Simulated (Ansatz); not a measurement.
# CeBeSn3: relaxing a made-up structure

This structure for CeBeSn3 is made up. Its elements were placed in a known structure type with a cell scaled to their sizes. What cell does the guess relax to, and how far off was it?

Calculated with Ansatz 0.2.0; DFT, PBE, plane-wave PAW, default files, scalar-relativistic, ferromagnetic start, cell and ions relaxed at zero pressure, in the first sound run; inputs show where later runs differ.

In doubt: a part-filled 4f shell, where there is one, can sit in one of many states, so energies may not be the lowest and differences between runs may mislead; derivatives with an open 4f shell can jump between states, which bears on forces and vibrations.

**1. Starting point**

It takes space group I4mm (No. 107, tetragonal). Conventional cell: a = 4.686 Å, b = 4.686 Å, c = 10.503 Å, α = 90.00°, β = 90.00°, γ = 90.00°. Nearest to Ce lie 12 Sn at 3.36 to 3.68 Å and 1 Be at 3.46 Å. Nearest to Sn lie 2 Be at 2.57 Å and 6 Sn at 2.90 to 3.31 Å and 4 Ce at 3.36 to 3.68 Å. Nearest to Sn lie 1 Be at 2.50 Å and 4 Sn at 2.90 Å and 4 Ce at 3.39 Å. Be has 5 Sn at 2.50 to 2.57 Å and 1 Ce at 3.46 Å nearest. Farther neighbours are not listed.

**2. Relaxation of the guess**

The guess takes its coordinates from another compound and its volume from a rule, so the cell and any free coordinates are relaxed together.

Contents of input.yaml:

```yaml
crystal:
  lattice:
    - [-2.343, 2.343, 5.2515]
    - [2.343, -2.343, 5.2515]
    - [2.343, 2.343, -5.2515]
  atoms:
    - { symbol: Ce, position: [0.3334, 0.3334, 0.0], spin: 1.0 }
    - { symbol: Sn, position: [0.1037, 0.6037, 0.5] }
    - { symbol: Sn, position: [0.6037, 0.1037, 0.5] }
    - { symbol: Sn, position: [0.7659, 0.7659, 0.0] }
    - { symbol: Be, position: [0.004, 0.004, 0.0] }
magnetization:
  spin_polarized: true
kpoints:
  mp_grid: { grid: [8, 8, 8] }
scf:
  occupations: { method: fermi_dirac, width: 0.05 }
hamiltonian:
  xc: pbe
  pseudopotentials: { kind: paw }
relax:
  f_tol: 0.015
  max_steps: 70
  cell: {}
output:
  forces: true
  stress: true
```

On the command line:

```sh
$ ansatz run input.yaml --threads 4 --pin off --max-ram 10240MiB --backend cpu --events-out ev --progress --plain --runs-dir out
```

Numbers of over 12 decimals in the logs are rounded to 6 here.

Log:

```text
band count auto-derived: 38 (N_el = 56.0; filled up to band 28; 35 by the electrons, moments and atoms)
Engine: ansatz 0.2.0, x86_64-unknown-linux-gnu
Pseudopotentials: kind: paw
Pseudopotential: Ce, paw, valence charge 12, recommended cutoff 420 eV (normal), Ce.paw.azcp
Pseudopotential: Sn, paw, valence charge 14, recommended cutoff 420 eV (normal), Sn.paw.azcp
Pseudopotential: Be, paw, valence charge 2, recommended cutoff 420 eV (normal), Be.paw.azcp
Functional definition: PBE
  parameter kappa = 0.804
  parameter beta = 0.066725
  exchange = pbe_x(kappa = kappa, mu = beta*pi^2/3)
  correlation = pbe_c(beta = beta)
Crystal: 5 atoms, lattice volume = 115.316 Å³
Basis set: ecut = 420 eV, 2273 PW (Γ), exchange–correlation on 90×90×90 points (8 copies of the dense FFT grid, shifted against one another)
Bands: 38, of which v1, the nominal top of the filled ones, is band 28 counted from 1 (27 counted from 0)
Symmetry: 8 space group operations
Space group: I4mm (ITA 107), of the structure as read, at distance tolerance 4.9e-5 Å
Magnetic group: BNS 107.227 (UNI 887), of the structure as read, at distance tolerance 4.9e-5 Å
k-points: 59 of 512 (time reversal used)
Non-local potential: Ce, projectors of the file, l = 0: 3, l = 1: 2, l = 2: 2, l = 3: 3
Non-local potential: Sn, projectors of the file, l = 0: 2, l = 1: 2, l = 2: 2, l = 3: 2
Non-local potential: Be, projectors of the file, l = 0: 2, l = 1: 2, l = 2: 1
PAW form: soft (Blöchl's): semilocal exchange-correlation on the pseudo side does not see the compensation charge
PAW one-centre angular grid: Ce, 590 points (default); XC on 64 Gauss nodes
PAW one-centre angular grid: Sn, 590 points (default); XC on 64 Gauss nodes
PAW one-centre angular grid: Be, 110 points (default); XC on 64 Gauss nodes
Initial density: superposition of atomic densities (chi_scale 0.1, normalization cell, long waves kept (reshape's long-wave potential 0.00 eV rms))
Starting moments: Σ|m| = 1 μB on 1 of 5 sites
Initial wavefunctions: pseudopotential atomic-orbital guess
Functional: x = pbe(κ = 0.804, μ = 0.219515), c = pbe(β = 0.066725)
SCF iter   1: F=—  HF=-24742.289341 eV  |F-HF|=—  |Δ(HF+E_count)|=         —  Δρ=5.06e-2 (↑4.37e-2 ↓5.06e-2)  dr2=5.39e0  dr2_m=2.62e-1  M=0.511 μB ∫|m|=0.534 μB  β_m=0.30  ethr=3.10e-3  ⟨swp⟩=6.5  Hψ=19387  notcnv=0
Mixer restart at iter 1: flushing history
preconditioner: auto → Kerker (q_TF=auto, 2.419 Å⁻¹)  [metal: Δε(μ)=0.006 eV  Ē_g=16.010 eV  σ=0.050 eV  W_gap=0.03  n_scr=32 (ndim 8)  ℏωp=25.4 eV  f_vac=0.001  D(μ)=6.04/eV (n_scr^D=68)]
spin=Collinear: Kerker preconditioning applied to the charge; magnetization (m = ρ↑ − ρ↓) channel mixes plain (no charge-response kernel on spin).
SCF iter   2: F=—  HF=-24741.635285 eV  |F-HF|=—  |Δ(HF+E_count)|=   6.54e-1  Δρ=3.42e-2 (↑3.08e-2 ↓3.42e-2)  dr2=2.36e0  dr2_m=1.42e-1  M=0.432 μB ∫|m|=0.451 μB  β_m=0.59  ethr=3.10e-3  ⟨swp⟩=3.9  Hψ=9650  notcnv=0  defer=7
SCF iter   3: F=—  HF=-24740.916202 eV  |F-HF|=—  |Δ(HF+E_count)|=   7.19e-1  Δρ=1.49e-2 (↑1.49e-2 ↓9.59e-3)  dr2=1.09e-1  dr2_m=1.38e-1  M=0.697 μB ∫|m|=0.729 μB  β_m=0.57  ethr=3.10e-3  ⟨swp⟩=3.7  Hψ=11502  notcnv=0  defer=7
SCF iter   4: F=—  HF=-24740.988730 eV  |F-HF|=—  |Δ(HF+E_count)|=   7.25e-2  Δρ=1.03e-2 (↑1.03e-2 ↓6.71e-3)  dr2=6.70e-2  dr2_m=6.48e-2  M=0.744 μB ∫|m|=0.782 μB  β_m=0.79  ethr=1.95e-4  ⟨swp⟩=2.6  Hψ=10175  notcnv=0  defer=1
SCF iter   5: F=—  HF=-24741.146088 eV  |F-HF|=—  |Δ(HF+E_count)|=   1.57e-1  Δρ=2.81e-3 (↑2.81e-3 ↓6.43e-4)  dr2=1.53e-2  dr2_m=2.31e-3  M=0.937 μB ∫|m|=0.991 μB  β_m=0.89  ethr=1.20e-4  ⟨swp⟩=3.7  Hψ=10230  notcnv=0
SCF iter   6: F=—  HF=-24741.173664 eV  |F-HF|=—  |Δ(HF+E_count)|=   2.76e-2  Δρ=5.26e-4 (↑5.26e-4 ↓4.82e-4)  dr2=7.30e-4  dr2_m=1.04e-4  M=1.025 μB ∫|m|=1.087 μB  β_m=0.95  ethr=2.74e-5  ⟨swp⟩=3.1  Hψ=10557  notcnv=0
SCF iter   7: F=—  HF=-24741.174724 eV  |F-HF|=—  |Δ(HF+E_count)|=   1.06e-3  Δρ=3.21e-4 (↑3.21e-4 ↓1.15e-4)  dr2=1.43e-4  dr2_m=3.12e-5  M=1.046 μB ∫|m|=1.110 μB  β_m=0.97  ethr=1.30e-6  ⟨swp⟩=2.1  Hψ=8675  notcnv=0
SCF iter   8: F=—  HF=-24741.174777 eV  |F-HF|=—  |Δ(HF+E_count)|=   5.31e-5  Δρ=1.26e-4 (↑1.26e-4 ↓5.59e-5)  dr2=4.29e-5  dr2_m=3.97e-6  M=1.056 μB ∫|m|=1.120 μB  β_m=0.89  ethr=2.55e-7  ⟨swp⟩=2.5  Hψ=8956  notcnv=0
SCF iter   9: F=—  HF=-24741.174990 eV  |F-HF|=—  |Δ(HF+E_count)|=   2.14e-4  Δρ=4.86e-5 (↑4.86e-5 ↓1.45e-5)  dr2=5.95e-6  dr2_m=4.65e-7  M=1.055 μB ∫|m|=1.119 μB  β_m=0.94  ethr=7.66e-8  ⟨swp⟩=2.0  Hψ=8161  notcnv=0
SCF iter  10: F=—  HF=-24741.174995 eV  |F-HF|=—  |Δ(HF+E_count)|=   4.77e-6  Δρ=6.44e-6 (↑5.42e-6 ↓6.44e-6)  dr2=1.70e-7  dr2_m=4.41e-9  M=1.054 μB ∫|m|=1.118 μB  β_m=0.96  ethr=1.06e-8  ⟨swp⟩=2.1  Hψ=8164  notcnv=0
SCF iter  11: F=—  HF=-24741.174995 eV  |F-HF|=—  |Δ(HF+E_count)|=   8.55e-9  Δρ=3.82e-6 (↑3.82e-6 ↓1.32e-6)  dr2=3.37e-8  dr2_m=3.08e-9  M=1.054 μB ∫|m|=1.118 μB  β_m=0.98  ethr=3.04e-10  ⟨swp⟩=2.1  Hψ=8048  notcnv=0
SCF iter  12: F=-24741.174995 eV  HF=-24741.174995 eV  |F-HF|=2.44e-10  |Δ(HF+E_count)|=   9.62e-9  Δρ=5.68e-7 (↑5.68e-7 ↓4.06e-7)  dr2=1.20e-9  dr2_m=4.87e-11  M=1.054 μB ∫|m|=1.118 μB  ethr=6.01e-11  ⟨swp⟩=2.7  Hψ=16542  notcnv=0
SCF 1 converged in 12 iterations: F = -24741.174995 eV  dr2 = 1.20e-9
  greatest PAW one-centre occupation: 0.991 electrons in one spin orbital (limit 2), on the Sn atom at site 1 (counted from 0), in its partial waves of l = 2
relax step   1: F+E_penalty+E_count = -24741.17499514 eV  Δ(F+E_penalty+E_count) = +0.000e0 eV  max|allowed force component| = 1.817e0 eV/Å  Δτ_max = 0.0000 Å  P = +4.773 GPa  Ω = 115.316 Å³  (12 SCF iters, dr2 threshold 1.00e-7 eV, accepted)
Crystal: 5 atoms, lattice volume = 121.634 Å³
Basis set: ecut = 420 eV, 2397 PW (Γ), exchange–correlation on 90×90×90 points (8 copies of the dense FFT grid, shifted against one another)
Initial density: handed on by an earlier stage of this run
Starting moments: Σ|m| = 1 μB on 1 of 5 sites; this step starts from the density that it was given
Initial wavefunctions: those handed on with the density
iter 1 solved again at ethr=1.70e-4 eV; its pass at ethr=3.10e-3 eV (dr2=9.50e-2 eV) is discarded
SCF iter   1: F=—  HF=-24741.551889 eV  |F-HF|=—  |Δ(HF+E_count)|=         —  Δρ=4.16e-3 (↑4.16e-3 ↓3.62e-3)  dr2=9.50e-2  dr2_m=1.78e-3  M=1.073 μB ∫|m|=1.130 μB  β_m=0.30  ethr=1.70e-4  ⟨swp⟩=1.7  Hψ=29255  notcnv=0
preconditioner: auto → Kerker (q_TF=auto, 2.397 Å⁻¹)  [metal: Δε(μ)=0.015 eV  Ē_g=16.144 eV  σ=0.050 eV  W_gap=0.08  n_scr=32 (ndim 8)  ℏωp=24.7 eV  f_vac=0.001  D(μ)=7.31/eV (n_scr^D=76)]
[...]
SCF 3 converged in 7 iterations: F = -24741.555640 eV  dr2 = 6.93e-8
relax step   3: F+E_penalty+E_count = -24741.55563966 eV  Δ(F+E_penalty+E_count) = -2.167e-2 eV  max|allowed force component| = 3.351e-1 eV/Å  Δτ_max = 0.0290 Å  P = +0.063 GPa  Ω = 121.418 Å³  energy of the carried Pulay correction = -1.303e-3 eV  (7 SCF iters, dr2 threshold 5.00e-7 eV, accepted)
[...]
relax step   4: F+E_penalty+E_count = -24741.56291840 eV  Δ(F+E_penalty+E_count) = -7.279e-3 eV  max|allowed force component| = 1.874e-1 eV/Å  Δτ_max = 0.0582 Å  P = -0.912 GPa  Ω = 124.021 Å³  energy of the carried Pulay correction = -1.838e-3 eV  (10 SCF iters, dr2 threshold 5.00e-7 eV, accepted)
[...]
relax step   5: F+E_penalty+E_count = -24741.57537188 eV  Δ(F+E_penalty+E_count) = -1.245e-2 eV  max|allowed force component| = 4.432e-2 eV/Å  Δτ_max = 0.0367 Å  P = +0.083 GPa  Ω = 121.675 Å³  energy of the carried Pulay correction = -1.356e-3 eV  (9 SCF iters, dr2 threshold 5.00e-7 eV, accepted)
[...]
relax step   6: F+E_penalty+E_count = -24741.57593055 eV  Δ(F+E_penalty+E_count) = -5.587e-4 eV  max|allowed force component| = 4.841e-2 eV/Å  Δτ_max = 0.0133 Å  P = +0.063 GPa  Ω = 121.587 Å³  energy of the carried Pulay correction = -1.338e-3 eV  (8 SCF iters, dr2 threshold 1.23e-7 eV, accepted)
[...]
relax step   7: F+E_penalty+E_count = -24741.57686623 eV  Δ(F+E_penalty+E_count) = -9.357e-4 eV  max|allowed force component| = 1.803e-2 eV/Å  Δτ_max = 0.0093 Å  P = +0.060 GPa  Ω = 121.653 Å³  energy of the carried Pulay correction = -1.352e-3 eV  (8 SCF iters, dr2 threshold 1.46e-7 eV, accepted)
[...]
relax step   8: F+E_penalty+E_count = -24741.57735147 eV  Δ(F+E_penalty+E_count) = -4.852e-4 eV  max|allowed force component| = 6.413e-3 eV/Å  Δτ_max = 0.0095 Å  P = +0.019 GPa  Ω = 121.786 Å³  energy of the carried Pulay correction = -1.379e-3 eV  (9 SCF iters, dr2 threshold 3.63e-8 eV, accepted)
Initial wavefunctions: pseudopotential atomic-orbital guess (no wavefunctions were taken with the density)
iter 1 solved again at ethr=4.41e-7 eV; its pass at ethr=3.10e-3 eV (dr2=2.47e-4 eV) is discarded
SCF iter   1: F=—  HF=-24741.578565 eV  |F-HF|=—  |Δ(HF+E_count)|=         —  Δρ=2.73e-5 (↑2.69e-5 ↓2.73e-5)  dr2=5.81e-7  dr2_m=2.21e-8  M=1.001 μB ∫|m|=1.064 μB  β_m=0.65  ethr=4.41e-7  ⟨swp⟩=3.1  Hψ=32202  notcnv=0
preconditioner: auto → Kerker (q_TF=auto, 2.397 Å⁻¹)  [metal: Δε(μ)=0.004 eV  Ē_g=16.106 eV  σ=0.050 eV  W_gap=0.02  n_scr=32 (ndim 8)  ℏωp=24.7 eV  f_vac=0.001  D(μ)=6.71/eV (n_scr^D=68)]
spin=Collinear: Kerker preconditioning applied to the charge; magnetization (m = ρ↑ − ρ↓) channel mixes plain (no charge-response kernel on spin).
SCF iter   2: F=—  HF=-24741.578616 eV  |F-HF|=—  |Δ(HF+E_count)|=   5.04e-5  Δρ=1.06e-5 (↑1.06e-5 ↓1.02e-5)  dr2=1.26e-7  dr2_m=8.05e-9  M=1.001 μB ∫|m|=1.064 μB  β_m=0.55  ethr=1.04e-9  ⟨swp⟩=2.5  Hψ=8488  notcnv=0
SCF iter   3: F=—  HF=-24741.578616 eV  |F-HF|=—  |Δ(HF+E_count)|=   1.64e-7  Δρ=4.32e-6 (↑4.32e-6 ↓3.84e-6)  dr2=2.89e-8  dr2_m=1.67e-9  M=1.001 μB ∫|m|=1.064 μB  β_m=0.76  ethr=2.25e-10  ⟨swp⟩=2.3  Hψ=7092  notcnv=0
SCF iter   4: F=—  HF=-24741.578616 eV  |F-HF|=—  |Δ(HF+E_count)|=   1.87e-8  Δρ=8.19e-7 (↑8.19e-7 ↓4.24e-7)  dr2=9.89e-10  dr2_m=1.57e-10  M=1.001 μB ∫|m|=1.064 μB  β_m=0.77  ethr=5.15e-11  ⟨swp⟩=2.0  Hψ=7780  notcnv=0
SCF iter   5: F=—  HF=-24741.578616 eV  |F-HF|=—  |Δ(HF+E_count)|=  8.26e-10  Δρ=3.46e-7 (↑3.46e-7 ↓1.51e-7)  dr2=2.27e-10  dr2_m=2.25e-11  M=1.001 μB ∫|m|=1.064 μB  β_m=0.88  ethr=1.77e-12  ⟨swp⟩=2.0  Hψ=8148  notcnv=0
SCF iter   6: F=—  HF=-24741.578616 eV  |F-HF|=—  |Δ(HF+E_count)|=  3.31e-10  Δρ=2.78e-7 (↑2.78e-7 ↓4.22e-8)  dr2=1.21e-10  dr2_m=2.41e-11  M=1.001 μB ∫|m|=1.064 μB  β_m=0.94  ethr=1.00e-12  ⟨swp⟩=2.0  Hψ=6127  notcnv=0
SCF iter   7: F=—  HF=-24741.578616 eV  |F-HF|=—  |Δ(HF+E_count)|=  1.02e-10  Δρ=1.11e-7 (↑1.11e-7 ↓2.63e-8)  dr2=2.17e-11  dr2_m=4.26e-12  M=1.001 μB ∫|m|=1.064 μB  β_m=0.97  ethr=1.00e-12  ⟨swp⟩=2.0  Hψ=6791  notcnv=0
SCF iter   8: F=—  HF=-24741.578616 eV  |F-HF|=—  |Δ(HF+E_count)|=  1.82e-11  Δρ=3.32e-8 (↑3.32e-8 ↓7.06e-9)  dr2=2.19e-12  dr2_m=2.99e-13  M=1.001 μB ∫|m|=1.064 μB  β_m=0.99  ethr=1.00e-12  ⟨swp⟩=1.4  Hψ=4554  notcnv=0
SCF iter   9: F=-24741.578616 eV  HF=-24741.578616 eV  |F-HF|=3.64e-12  |Δ(HF+E_count)|=  3.64e-12  Δρ=8.83e-9 (↑8.83e-9 ↓5.81e-9)  dr2=7.67e-14  dr2_m=4.52e-14  M=1.001 μB ∫|m|=1.064 μB  ethr=1.00e-12  ⟨swp⟩=2.9  Hψ=14295  notcnv=0
SCF 9 converged in 9 iterations: F = -24741.578616 eV  dr2 = 7.67e-14
relax step   9: F+E_penalty+E_count = -24741.57861581 eV  Δ(F+E_penalty+E_count) = -1.264e-3 eV  max|allowed force component| = 6.201e-3 eV/Å  Δτ_max = 0.0000 Å  P = +0.014 GPa  Ω = 121.786 Å³  stress off target by 1.72e-2 GPa  SCF on the basis re-selected at this cell (its energy is not comparable with the rows above)  (9 SCF iters)
basis re-selected at this cell: Δ(F+E_penalty+E_count) = -1.264e-3 eV, ΔP = -0.004 GPa vs the last step (what re-selecting the basis moved, of the pressure what is left beyond the Pulay correction that the steps carried, after the strain that the cell walked since its last selection, with what the two solves' SCF thresholds leave and, on support functions, any second-order correction that the steps lacked; it is no m [...]
SCF converged after 9 iterations
Magnetization: 1.0006 μB (28.5003 up, 27.4997 down)
Absolute magnetization: 1.0645 μB (∫|ρ↑−ρ↓|, with the PAW one-centre terms)
Spin contamination: 0.0649 ħ² per cell (⟨S²⟩ above its minimum at these occupations)
Per-site moments (μB) at R_I (Å): [(0.905316, 1.335499), (-0.00172934, 1.036237), (-0.00172934, 1.036237), (0.00423496, 1.011599), (-0.00791359, 1.011599)]
Free energy (F): -24741.578616 eV
Harris-Foulkes:  -24741.578616 eV  (|F-HF|=3.64e-12)
Internal energy: -24741.521265 eV  (E = F + TS)
E sigma→0 (E₀):  -24741.549940 eV
Entropy (-TS):   -0.057351 eV (-11.470 meV/atom)
Fermi energy:    11.440751 eV
--- Per-component energies (eV) ---
  E_band       = -247.773395
  E_kinetic    = 944.801680
  E_local      = -3131.211154  (includes V_loc(G=0)·N_el)
  E_nonlocal   = -124.570215
  E_hartree    = 1826.769763
  E_xc         = -1387.064053
  E_vxc        = -552.421397  (∫ρ·V_xc dr)
  E_paw        = -17952.540482  (= ΣΔE_a)
  E_vpaw       = -1037.911844  (= ΣTr[D̂ρ^β])
  E_aug_tail   = -0.000002  (compensation charges beyond the density's cutoff)
  E_ewald      = -4917.706803
  E_smearing   = -0.057351  (= −TS)
  E_closure    = 0.000000  (closes the sum)
  Σ components = -24741.578616   (vs F -24741.578616, Δ=0.00e0)
--- Forces (eV/Å), atoms counted from 1 ---
  atom   1  Ce    -0.00000000     0.00000000     0.00620055
  atom   2  Sn     0.00000000    -0.00000000    -0.00177075
  atom   3  Sn    -0.00000000    -0.00000000    -0.00177075
  atom   4  Sn     0.00000000     0.00000000    -0.00400438
  atom   5  Be     0.00000000     0.00000000     0.00134533
  max |Σ_I F_I| component: 1.99e-9 eV/Å
--- Stress (GPa, compression-positive) ---
        0.013043       0.000000       0.000000
        0.000000       0.013043       0.000000
        0.000000      -0.000000       0.017173
  P = ⅓ Tr σ = 0.0144 GPa (0.144 kbar)
--- Relaxed structure (8 steps of the walk, 8 accepted, 1 SCFs on fresh bases) ---
  F+E_penalty+E_count = -24741.57861581 eV   max|allowed force component| = 6.201e-3 eV/Å   (the final SCF, on the basis selected at the relaxed cell)
  cell:  # Å, volume = 121.7864 Å³
    - [-2.394915, 2.394915, 5.308337]
    - [2.394915, -2.394915, 5.308337]
    - [2.394915, 2.394915, -5.308337]
  atoms:
    - { symbol: Ce, position: [0.323731, 0.323731, 0] }
    - { symbol: Sn, position: [0.090202, 0.590202, 0.5] }
    - { symbol: Sn, position: [0.590202, 0.090202, 0.5] }
    - { symbol: Sn, position: [0.787787, 0.787787, 0] }
    - { symbol: Be, position: [0.018779, 0.018779, 0] }
```

Run time: 88 s. Hardware: 4 threads of Intel Xeon Platinum 8488C (Sapphire Rapids), shared host; peak memory 0.84 GiB; 5.7 min of CPU time.

Relaxation path:

```tsv
step	energy less that of the first step (eV)	largest force component (eV/Å)	pressure (GPa)	volume (Å³)
1	0.0000	1.8172	4.77	115.32
2	-0.3590	0.5526	-0.04	121.63
3	-0.3806	0.3351	0.06	121.42
4	-0.3879	0.1874	-0.91	124.02
5	-0.4004	0.0443	0.08	121.67
6	-0.4009	0.0484	0.06	121.59
7	-0.4019	0.0180	0.06	121.65
8	-0.4024	0.0064	0.02	121.79
9*	-0.4036	0.0062	0.01	121.79
```

Relaxation steps marked * repeat the geometry before them on a plane-wave basis chosen anew for their cell, so energy and pressure can jump there.

Forces are held to the 8 operations that the run works with; a distortion that breaks them can't arise in this run.

```tsv
conventional cell, symmetrised	before	after	change
a (Å)	4.686	4.790	+2.2 %
b (Å)	4.686	4.790	+2.2 %
c (Å)	10.503	10.617	+1.1 %
volume (Å³/atom)	23.06	24.36	+5.6 %
```

The atoms that moved most (Å, as changes of fractional coordinates times the final cell):

```tsv
atom	dx	dy	dz	length
Sn4	0.000	0.000	0.232	0.232
Be5	0.000	0.000	0.157	0.157
Sn3	0.000	0.000	-0.143	0.143
Sn2	0.000	0.000	-0.143	0.143
Ce1	0.000	0.000	-0.103	0.103
```

This step gave:

```
free energy             : -24741.5786 eV
energy at zero smearing : -24741.5499 eV
smearing term TS        : 0.05735 eV
Fermi energy            : 11.44 eV
magnetization           : 1.001 μB
absolute magnetization  : 1.064 μB
site moments            : 0.9053, -0.001729, -0.001729, 0.004235, -0.007914 μB
electrons               : 56
symmetry operations     : 8
pressure                : 0.01442 GPa
```

Site moment by atom:

```tsv
atom	site moment (μB)
Ce1	0.905
Sn2	-0.002
Sn3	-0.002
Sn4	0.004
Be5	-0.008
```

Shortest distances by pair of elements, guess and relaxed (not always the same contact):

```tsv
pair	guess (Å)	relaxed (Å)
Be–Sn	2.501	2.452
Sn–Sn	2.897	3.184
Be–Ce	3.460	3.238
Ce–Sn	3.363	3.408
Ce–Ce	4.686	4.790
```

The relaxation ends with a largest force component of 0.0062 eV/Å and a pressure of 0.01 GPa.

(Part 1 of 2 ends here.)

[Logs are printed without paths, hosts, clocks, repeated set-up lines and the standing remarks that a program may print on its own settings, such as how far it seeks lower states.]

[Hosts, paths, dates, database ids (printed as entryN), source tags and the programs' standing remarks are cut or masked in the printed files.]
